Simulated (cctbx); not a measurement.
**What is wrong with this refinement?**

Cell a = 5.5500 Å, b = 8.1470 Å, c = 6.2070 Å, α = 90.00°, β = 90.00°, γ = 90.00°; space group Cmcm (no. 63).

The data are simulated with cctbx, not measured: Mo Kα, λ = 0.71073 Å, to d = 0.65 Å, 80 % of the full sphere, strongest reflection 5000 counts, noise from counting, a 4 % proportional error and a noise floor of 2 counts (s.d.); no absorption, and some extinction, which the refinements don't model.

An anisotropic refinement with weights 1/σ² prints:

```text
Rint 0.041, 318 unique reflections to 0.65 A
cycle     R1     wR2    GooF  max shift (A)
   1  0.0471  0.1201   2.967   0.01076
   2  0.0211  0.0519   1.281   0.00003
final R1 0.0211 wR2 0.0519 GooF 1.281  parameters 24  data/parameter 13.2
atom        x        y        z      Ueq    occ   su(xyz)  su(Uiso or U11)
Ru1    0.00000  0.00000  0.50000   0.0196  1.000  0.00000  0.0002
P1     0.50000  0.85284  0.25000   0.0324  1.000  0.00025  0.0008
O1     0.73222  0.02799  0.75000   0.0317  1.000  0.00065  0.0015
O2     0.50000  0.74670  0.45336   0.0370  1.000  0.00060  0.0018
Li1    0.50000  0.83340  0.75000   0.0396  1.000  0.00192  0.0063
difference map: max 0.76 min -0.77 rms 0.17
Q1    0.0000  0.1415  0.7500    4    0.78  1.56 A from Li1
Q2    0.1454  0.5000  0.0000    8    0.58  1.64 A from O1
Q3    0.1850  0.2897  0.7500    8    0.56  1.09 A from Li1
Q4    0.0000  0.4180  0.5180    8    0.52  1.45 A from O2
Q5    0.0000  0.1729  0.2500    4    0.46  1.40 A from O2
Q6    0.0000  0.0594  0.2500    4    0.45  1.63 A from Ru1
```

**Question.** Can this result stand? If not, what is the likely fault?

Mend it. The fault: wrong element: Ru1 is Pd. Against the right model at the same level, R1 goes from 0.0165 to 0.0211 and GooF from 0.99 to 1.28. Ru1 has 2 electrons too few, yet its U moves the other way: dispersion, the scale or a false minimum can outweigh the electron count. The signs are weak, and the output alone doesn't single this fault out.

The compound is LiPPdO4. The right model at the same level gives:

```text
Rint 0.041, 318 unique reflections to 0.65 A
cycle     R1     wR2    GooF  max shift (A)
   1  0.0429  0.1109   2.739   0.00323
   2  0.0165  0.0402   0.992   0.00011
final R1 0.0165 wR2 0.0402 GooF 0.992  parameters 24  data/parameter 13.2
atom        x        y        z      Ueq    occ   su(xyz)  su(Uiso or U11)
Pd1    0.00000  0.00000  0.50000   0.0195  1.000  0.00000  0.0001
P1     0.50000  0.85281  0.25000   0.0298  1.000  0.00020  0.0006
O1     0.73217  0.02809  0.75000   0.0287  1.000  0.00050  0.0012
O2     0.50000  0.74668  0.45264   0.0337  1.000  0.00047  0.0013
Li1    0.50000  0.83218  0.75000   0.0379  1.000  0.00153  0.0049
difference map: max 0.81 min -0.63 rms 0.15
Q1    0.0000  0.1376  0.7500    4    0.84  1.59 A from Li1
Q2    0.1432  0.5000  0.0000    8    0.57  1.64 A from O1
Q3    0.0946  0.0455  0.2500    8    0.56  1.13 A from O1
Q4    0.0000  0.1776  0.2500    4    0.51  1.38 A from O2
Q5    0.0654  0.1125  0.1198   16    0.48  1.23 A from Pd1
Q6    0.1930  0.2890  0.7500    8    0.47  1.13 A from Li1
```

Isotropic U is held between 0.0001 and 1 Å² by the program, and listed peak heights are interpolated, so they can pass the grid's maximum.

This is a model crystal, built by substitution and not relaxed, with assumed displacement parameters.

[Middle refinement cycles are left out of these outputs.]

[Logs are printed without paths, hosts, clocks, repeated set-up lines and the standing remarks that a program may print on its own settings, such as how far it seeks lower states.]
